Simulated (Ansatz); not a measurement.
# Gap against strain: armchair BAs nanoribbon (N = 10, H edges)

Set-up. Ansatz 0.2.0, plane waves with PAW datasets, PBE, Fermi-Dirac smearing of 0.05 eV, no spin-orbit coupling. The period is scaled from its relaxed value of 5.870 Å and the atoms relax, within the symmetry of the start, at each strain ε (in %); gaps, in eV, are read on a band path.

| period (Å) | energy (eV a cell) | place of the conduction minimum (Γ = 0, Z = 1) | ε | gap |
| --- | --- | --- | --- | --- |
| 5.636 | +0.521 | 0.00 | −4 | 1.009 |
| 5.753 | +0.127 | 0.00 | −2 | 1.078 |
| 5.870 | 0.000 | 0.00 | 0 | 1.045 |
| 5.988 | +0.123 | 0.00 | 2 | 0.9919 |
| 6.105 | +0.479 | 0.00 | 4 | 0.9487 |

One run is withheld: period (Å) = 6.223, with ε = 6. Fit a straight line gap = a + b × ε to the 5 rows shown and predict it.

**Fit.** The means are 0 for ε and 1.015 for gap. The sum of products of deviations is −0.4136 and the sum of squares in ε is 40, so b = −0.4136 / 40 = −0.01034 and a = 1.015 − (−0.01034) × 0 = 1.015. The residuals' standard deviation, with 3 degrees of freedom, is σ = 0.043.

**Prediction.** gap = 1.015 + (−0.01034) × 6 = 0.9526. The run gave 0.9157, so the prediction less the run is +0.037. The standard error of a prediction there, σ√(1 + 1/5 + (6 − 0)²/40), is 0.063, and the miss is 0.59 times that, for a point outside the fitted range. With so few rows σ is itself uncertain. The slope is only 1.5 times its own standard error, so the line says little more than the mean does.

The gap does not move one way: it turns somewhere between ε = -4 and 0 %, and the true extreme can lie between the rows, beyond the values shown.

Caveats: Kohn-Sham gaps of a wire among periodic images, which in a check on one flat ribbon (7 Å apart) lowered the gap by 0.2 eV and flattened the slope; the slope b × 100 is a mean deformation potential of the gap, in eV per unit strain. Between neighbouring runs it lies between −2.7 and 3.5 eV, so a bend, a kink or scatter between runs makes one line a rough account. The unstrained row comes from a denser mesh than the others, which shifts its energy a little. Series of this kind are told only where this holds: a gap at every strain (compound wires with polar facets were set aside first). 88 of 101 did.
